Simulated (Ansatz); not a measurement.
# SrInSn (built on the sites of a database entry of SrAlGe): phonons and vibrational spectra

Aim: the vibrations of SrInSn (built on the sites of a database entry of SrAlGe), their spectra, and whether the structure is stable.

Calculated with Ansatz 0.2.0; DFT PBE+D3(BJ), scalar-relativistic, plane waves, PAW.

Report form: the programs' logs are mostly left out.

The structure was built from a prototype and need not be the compound's stable phase.

### Step 1. Set-up

It takes space group P-6m2 (No. 187, hexagonal). Conventional cell: a = 4.498 Å, b = 4.498 Å, c = 5.003 Å, α = 90.00°, β = 90.00°, γ = 120.00°. Nearest to Sr lie 6 In at 3.61 Å and 6 Sn at 3.61 Å. Nearest to In lie 3 Sn at 2.60 Å and 6 Sr at 3.61 Å. Sn has 3 In at 2.60 Å and 6 Sr at 3.61 Å nearest. Farther neighbours are not listed.

### Step 2. Bringing the structure to rest

The cell and atoms are relaxed, since residual forces and stress would shift the frequencies.

Contents of input.yaml:

```yaml
crystal:
  lattice:
    - [4.49826, 0.0, 0.0]
    - [-2.24913, 3.89561, 0.0]
    - [0.0, 0.0, 5.00342]
  atoms:
    - { symbol: Sr, position: [0.0, 0.0, 0.0] }
    - { symbol: In, position: [0.66666667, 0.33333333, 0.5] }
    - { symbol: Sn, position: [0.33333333, 0.66666667, 0.5] }
kpoints:
  mp_grid: { grid: [9, 9, 8] }
hamiltonian:
  xc: pbe
  dispersion: d3bj
scf:
  occupations: { method: gaussian, width: 0.1 }
output:
  forces: true
  stress: true
  eigenvalues: true
  write_density: true
  write_potential: true
  elf: true
  volumetric_format: npy
relax:
  adjacent_minimum: "off"
  f_tol: 0.005
  max_steps: 80
  cell: { stress_tol: 0.05 }
```

Run with:

```bash
$ ansatz run input.yaml --threads 8 --pin off --max-ram 14336MiB --backend cpu --events-out ev --progress --plain --runs-dir out
```

Wall time 10 s (8 threads of Arm Neoverse V2, shared host); peak memory 0.53 GiB; 78 s of CPU time.

The steps of the relaxation:

```
step  energy less that of the first step (eV)  largest force component (eV/Å)  pressure (GPa)  volume (Å³)
   1                                   0.0000                          0.0000            6.67        87.68
   2                                  -0.3741                          0.0000            0.97        94.50
   3                                  -0.4286                          0.0000            0.09        94.44
   4                                  -0.4337                          0.0000            0.03        93.84
  5*                                  -0.4348                          0.0000            0.01        93.84
```

Relaxation steps marked * repeat the geometry before them on a plane-wave basis chosen anew for their cell, so energy and pressure can jump there.

Forces are held to the 12 operations that the run works with; a distortion that breaks them can't arise in this run.

```
conventional cell, symmetrised  before  after  change
                         a (Å)   4.498  4.827  +7.3 %
                         b (Å)   4.498  4.827  +7.3 %
                         c (Å)   5.003  4.651  -7.1 %
              volume (Å³/atom)   29.23  31.28  +7.0 %
```

The relaxed structure:

```cif
data_structure
_symmetry_space_group_name_H-M 'P 1'
_symmetry_Int_Tables_number 1
_cell_length_a 4.8269
_cell_length_b 4.8269
_cell_length_c 4.6506
_cell_angle_alpha 90.000
_cell_angle_beta 90.000
_cell_angle_gamma 120.000
_cell_volume 93.84
loop_
_atom_site_label
_atom_site_type_symbol
_atom_site_fract_x
_atom_site_fract_y
_atom_site_fract_z
_atom_site_occupancy
Sr1 Sr 0.00000 0.00000 0.00000 1
In2 In 0.66667 0.33333 0.50000 1
Sn3 Sn 0.33333 0.66667 0.50000 1
```

This step gave:

```
pressure          : 0.01133 GPa
volume per atom   : 31.28 Å³
gap on the k-mesh : 0 eV
```

ELF in the ab plane at fractional z = 0.500, with atoms of In and Sn within 0.2 Å of it. It is the smooth field of the valence electrons, not physical close to the nuclei.

Ten even steps from '_' (0.00) to '@' (0.46), each cell a mean:
```
::--++%%@@%%%%%%@@@@##++--::
--++##%%##******##%%##++----
**##%%**++::--++##%%##++====
%%%%##==____..++##@@%%******
@@%%++..____::**%%@@##****##
@@##==..__::++%%@@**++++++##
@@##++====++##%%**++++++++**
@@##****##%%%%**==::..--++**
@@%%####@@@@**++..____::++**
%%%%%%%%%%##++--______==++##
********##++++--....==++**##
==--==++**++++++==++++****++
::::--++****++++++******==--
::::==**%%@@%%%%%%@@##++--::
```
Columns run along a (4.8 Å), rows up along b (4.8 Å). Atoms in or near the plane, at fractional coordinates: In at (0.67, 0.33), Sn at (0.33, 0.67).

Electrostatic potential energy in the ab plane at fractional z = 0.500, with atoms of In and Sn within 0.2 Å of it. With pseudopotentials it is smooth inside the atoms' cores, unlike the true potential.

Ten even steps from '0' (-34 eV) to '9' (25 eV), each cell a mean:
```
77777656677777
77765444577777
77655664577777
76559984577777
75489974677777
65489745665566
65455456532246
65444665200036
76666663000036
77777641000257
77777641001467
77777642125677
77777665566777
77777766677777
```
Columns run along a (4.8 Å; values clipped at the 3rd and 97th percentile), rows up along b (4.8 Å). Atoms in or near the plane, at fractional coordinates: In at (0.67, 0.33), Sn at (0.33, 0.67).

Valence density in the ab plane at fractional z = 0.500, with atoms of In and Sn within 0.2 Å of it. It is the smooth field of the valence electrons, not physical close to the nuclei.

Ten steps, logarithmic in the rise over the least value, from '_' (0 e/Å³) to '@' (14 e/Å³), each cell a mean:
```
______....::::::::..________
____....--====--::..________
__....--++##**++::..________
....--**%%@@%%++::..________
..::++%%@@@@##==::..........
::--++%%@@##++--::::::::::::
::--++****==--::::==++++--::
::::------::::--++####**==::
....::::....::==##@@@@##==::
............--**%%@@%%++::..
________....--**####**--..__
__________..--++++++--..____
________....::----::..______
________....::::::....______
```
Columns run along a (4.8 Å), rows up along b (4.8 Å). Atoms in or near the plane, at fractional coordinates: In at (0.67, 0.33), Sn at (0.33, 0.67).

In this step the volume went from 29.23 to 31.28 Å³/atom.

### Step 3. Tight relaxation

Phonons need a cell at rest on their own settings, so the relaxation is repeated with tight tolerances on forces and stress, using the mesh and the filling of the phonon run that follows.

Contents of input.yaml:

```yaml
crystal:
  lattice:
    - [4.8268707813, 0.0, 0.0]
    - [-2.4134353906, 4.1801927174, 0.0]
    - [0.0, 0.0, 4.6506003902]
  atoms:
    - { symbol: Sr, position: [0.0, 0.0, 0.0] }
    - { symbol: In, position: [0.6666666667, 0.3333333333, 0.5] }
    - { symbol: Sn, position: [0.3333333333, 0.6666666667, 0.5] }
kpoints:
  mp_grid: { grid: [10, 10, 8] }
hamiltonian:
  xc: pbe
  dispersion: d3bj
scf:
  occupations: { method: methfessel_paxton, width: 0.15 }
output:
  forces: true
  stress: true
  eigenvalues: true
relax:
  adjacent_minimum: "off"
  f_tol: 0.001
  max_steps: 60
  cell: { stress_tol: 0.01 }
```

It took 6.6 s on 8 threads; peak memory 0.55 GiB.

Little changed from the start: no atom moved by 0.005 Å and no cell edge by 0.1 %.

This step gave:

* pressure: -5.64e-4 GPa

The forces vanish by symmetry and the pressure is -0.001 GPa, within the tolerances set. The cell now holds 31.28 Å³/atom.

### Step 4. Modes at Γ

The zone centre comes first: it holds the modes that light can see, as far as symmetry allows. No field response is asked, since the mesh shows no gap.

input.yaml, the sections that differ from step 3:

```yaml
crystal:
  lattice:
    - [4.8274933998, 0.0, 0.0]
    - [-2.4137466999, 4.1807319208, 0.0]
    - [0.0, 0.0, 4.6501985837]
  atoms:
    - { symbol: Sr, position: [0.0, 0.0, 0.0] }
    - { symbol: In, position: [0.6666666667, 0.3333333333, 0.5] }
    - { symbol: Sn, position: [0.3333333333, 0.6666666667, 0.5] }
output:
  eigenvalues: true
phonons:
  method: dfpt
# kpoints, hamiltonian, scf: as in step 3
# relax: removed
```

The job ended after 32 s (8 threads; peak memory 1.5 GiB; 3.8 min of CPU time).

Numbers from this step:

```
sum-rule residual before enforcement                    : 2.51e-4 eV/Å²
point group                                             : -6m2
highest optical mode at the zone centre (no LO-TO term) : 185.5 cm⁻¹
lowest optical zone-centre mode                         : -66.53 cm⁻¹
```

Patterns of degenerate modes are one choice out of their space. Modes at Γ, with each element's share of the kinetic energy (negative means imaginary):

```
mode  frequency (cm⁻¹)  symmetry  Sr %  In %  Sn %
   1             -66.5      A2''     0    53    47
   2               0.0  acoustic    27    36    37
   3               0.0  acoustic    27    36    37
   4               0.0  acoustic    27    36    37
   5              97.3        E'    73    13    14
   6              97.3        E'    73    13    14
   7             108.7      A2''    73    11    16
   8             185.5        E'     0    51    49
   9             185.5        E'     0    51    49
```

Displacements in mode 1 (-66.5 cm⁻¹), the largest set to 1:
```
Sr1  0.00  0.00 -0.06
In2  0.00  0.00  1.00
Sn3  0.00  0.00 -0.92
```

Displacements in mode 9 (185.5 cm⁻¹), the largest set to 1:
```
Sr1  0.00 -0.01  0.00
In2  0.00  1.00  0.00
Sn3  0.00 -0.96  0.00
```

Before it was imposed, the acoustic sum rule was missed by 2.5e-4 eV/Å². Small misses are needed for a sound result but don't prove that mesh and cutoff are converged. The lowest optical mode is imaginary, 66.5i cm⁻¹, so the energy falls along it.

### Step 5. Response at finite wavevector

Stability and thermal properties need the whole zone. Linear response on a 2×2×2 q mesh gives force constants as far as a supercell of that size would.

Edit input.yaml of step 4 so:

```diff
@@ -20 +20,9 @@
   method: dfpt
+  qmesh: [2, 2, 2]
+  temperatures: { t_max: 1000, t_step: 50 }
+  qpath:
+    path:
+      - [[0.0, 0.0, 0.0], [0.5, 0.0, 0.0], [0.33333333, 0.33333333, 0.0], [0.0, 0.0, 0.0], [0.0, 0.0, 0.5], [0.5, 0.0, 0.5], [0.33333333, 0.33333333, 0.5], [0.0, 0.0, 0.5]]
+      - [[0.5, 0.0, 0.5], [0.5, 0.0, 0.0]]
+      - [[0.33333333, 0.33333333, 0.5], [0.33333333, 0.33333333, 0.0]]
+    npoints: 10
```

The job ended after 1.9 min (8 threads; peak memory 1.3 GiB).

Numbers from this step:

```yaml
sum_rule_residual_before_enforcement: 2.67e-4 eV/Å²
lowest_frequency_on_the_path: -67.26 cm⁻¹
highest_frequency_on_the_path_or_at_a_solved_wavevector: 186.7 cm⁻¹
lowest_mode_on_the_q_mesh_acoustic_modes_at_gamma_apart: -67.26 cm⁻¹
```

Frequencies (cm⁻¹) solved at each irreducible wavevector; negative means imaginary. Frequencies by wavevector, by row:

```
q in reciprocal lattice units  star  mode 1  mode 2  mode 3  mode 4  mode 5  mode 6  mode 7  mode 8  mode 9
                        0 0 0     1   -66.5       0       0       0    97.3    97.3   108.7   185.5   185.5
                     0 0 -0.5     1   -67.3    52.2    52.2      62    84.3    84.3     108   185.9   185.9
                     0 -0.5 0     3   -48.3    35.4    40.4    74.2    83.2     102   123.4   154.5   185.1
                  0 -0.5 -0.5     3   -58.6    22.6    46.9    83.7    85.9      98   119.1   160.3   182.3
```

Interpolated from a 2×2×2 q mesh. Phonon branches along the path, in cm⁻¹:

```
    point  branch 1  branch 2  branch 3  branch 4  branch 5  branch 6  branch 7  branch 8  branch 9
        Γ       -66         0         0         0        97        97       109       186       186
  halfway       -59        25        30        70        90        91       106       176       185
        M       -48        35        40        74        83       102       123       154       185
  halfway       -42        30        48        75        81       102       127       151       185
        K       -30        16        54        75        79       101       137       141       184
  halfway       -56        27        35        77        87        92       105       173       185
        Γ       -66         0         0         0        97        97       109       186       186
  halfway       -67        34        34        43        92        92       109       186       186
        A       -67        52        52        62        84        84       108       186       186
  halfway       -65        47        50        73        84        86       114       175       184
        L       -59        23        47        84        86        98       119       160       182
  halfway       -56        16        51        84        85       100       123       152       185
        H       -54        -8        54        84        85       102       135       136       187
  halfway       -64        43        51        78        84        86       116       171       185
        A       -67        52        52        62        84        84       108       186       186
jump to L       -59        23        47        84        86        98       119       160       182
  halfway       -53        28        44        80        83       100       121       158       184
        M       -48        35        40        74        83       102       123       154       185
jump to H       -54        -8        54        84        85       102       135       136       187
  halfway       -44         8        54        80        81       102       136       138       185
        K       -30        16        54        75        79       101       137       141       184
```

The phonon density of states has structure finer than the step of the table below, so its rows give means over 5 cm⁻¹, whole bins alone (the curve runs from -67 to 187 cm⁻¹). Peaks (cm⁻¹: height): -57.0: 0.0573, 49.0: 0.0911, 83.0: 0.270, 101.0: 0.118, 109.0: 0.0700, 185.0: 0.448.

Tetrahedra on a 16×16×14 mesh, mean over bins of 2 cm-1. Interpolated from a 2×2×2 q mesh. The phonon density of states by wavenumber; means over each step:

```
wavenumber (cm⁻¹)  phonon density of states (1/cm⁻¹/cell)
              -60                                  0.0522
              -55                                  0.0498
              -50                                  0.0324
              -45                                  0.0146
              -40                                 0.00605
              -35                                 0.00220
              -30                                  1.8e-4
              -25                                       0
              -20                                       0
              -15                                       0
              -10                                  1.5e-6
               -5                                  3.2e-4
                0                                  6.5e-4
                5                                 0.00151
               10                                 0.00436
               15                                  0.0109
               20                                  0.0229
               25                                  0.0443
               30                                  0.0720
               35                                  0.0453
               40                                  0.0462
               45                                  0.0681
               50                                  0.0763
               55                                  0.0218
               60                                 0.00916
               65                                 0.00902
               70                                  0.0103
               75                                  0.0419
               80                                   0.118
               85                                   0.200
               90                                  0.0688
               95                                  0.0480
              100                                  0.0710
              105                                  0.0286
              110                                  0.0541
              115                                  0.0444
              120                                  0.0482
              125                                  0.0233
              130                                 0.00925
              135                                 0.00172
              140                                 0.00218
              145                                 0.00859
              150                                  0.0160
              155                                  0.0296
              160                                  0.0337
              165                                  0.0267
              170                                  0.0241
              175                                  0.0230
              180                                  0.0317
```

The partial phonon density of states has structure finer than the step of the table below, so its rows give means over 5 cm⁻¹, whole bins alone (the curve runs from -77.2 to 202 cm⁻¹). Peaks (cm⁻¹: height): In -57.9: 0.0399, 49.3: 0.037, 121.3: 0.0154, 184.5: 0.103; Sn -63.2: 0.0154, 28.2: 0.0411, 47.5: 0.0397, 121.3: 0.0199, 184.5: 0.0992; Sr 84.4: 0.197, 100.2: 0.0607.

Phonopy on the run's constants, 13x13x13 mesh, Gaussian sigma 2.0 cm-1. Interpolated from a 2×2×2 q mesh. Partial phonon density of states against wavenumber; means over each step; values in 1/cm⁻¹/cell:

```
wavenumber (cm⁻¹)       In       Sn       Sr
              -70  0.00439  0.00238   4.7e-6
              -65   0.0245   0.0125   7.0e-5
              -60   0.0365   0.0145   3.0e-4
              -55   0.0362   0.0115   5.4e-4
              -50   0.0237  0.00784   4.6e-4
              -45   0.0114  0.00354   2.1e-4
              -40  0.00519  0.00125   6.4e-5
              -35  0.00212   3.1e-4   1.6e-5
              -30   4.9e-4   4.7e-5   9.0e-7
              -25   6.0e-6        0        0
              -20        0        0        0
              -15        0        0        0
              -10        0   2.5e-5   1.2e-6
               -5   2.2e-5   6.0e-4   5.9e-5
                0   8.2e-5   6.8e-4   1.1e-4
                5   1.4e-4  0.00132   1.7e-4
               10   7.2e-4  0.00355   6.6e-4
               15  0.00194  0.00778  0.00147
               20  0.00467   0.0163  0.00306
               25   0.0110   0.0282  0.00573
               30   0.0182   0.0390  0.00760
               35   0.0157   0.0274  0.00635
               40   0.0185   0.0233  0.00513
               45   0.0297   0.0331  0.00439
               50   0.0330   0.0353  0.00265
               55   0.0119   0.0130  0.00111
               60  0.00401  0.00510  0.00159
               65  0.00346  0.00394  0.00188
               70  0.00349  0.00372  0.00402
               75  0.00489  0.00450   0.0331
               80  0.00728  0.00735    0.107
               85  0.00997   0.0117    0.161
               90   0.0101   0.0117   0.0560
               95  0.00835  0.00895   0.0329
              100  0.00531  0.00559   0.0518
              105  0.00320  0.00411   0.0337
              110  0.00624  0.00826   0.0350
              115   0.0104   0.0134   0.0220
              120   0.0148   0.0192  0.00918
              125   0.0102   0.0131  0.00223
              130  0.00361  0.00518   4.5e-4
              135  0.00119  0.00187   1.6e-4
              140  0.00189  0.00137   8.0e-5
              145  0.00474  0.00344   3.3e-4
              150  0.00893  0.00744   5.7e-4
              155   0.0140   0.0120  0.00107
              160   0.0173   0.0152  0.00137
              165   0.0134   0.0121   7.4e-4
              170   0.0120   0.0111   4.1e-4
              175   0.0119   0.0112   2.5e-4
              180   0.0279   0.0267   4.9e-4
              185   0.0781   0.0754  0.00182
              190   0.0129   0.0124   3.4e-4
              195   4.6e-5   4.4e-5   1.6e-6
```

Symmetry leaves 4 wavevectors to solve. The lowest mode among them, the acoustic zeros apart, lies at q = (0, 0, -0.5) and is imaginary, 67.3i cm⁻¹, so the energy falls along it.

(Part 1 of 2 ends here.)

[Logs are printed without paths, hosts, clocks, repeated set-up lines and the standing remarks that a program may print on its own settings, such as how far it seeks lower states.]

[Hosts, paths, dates, database ids (printed as entryN), source tags and the programs' standing remarks are cut or masked in the printed files.]
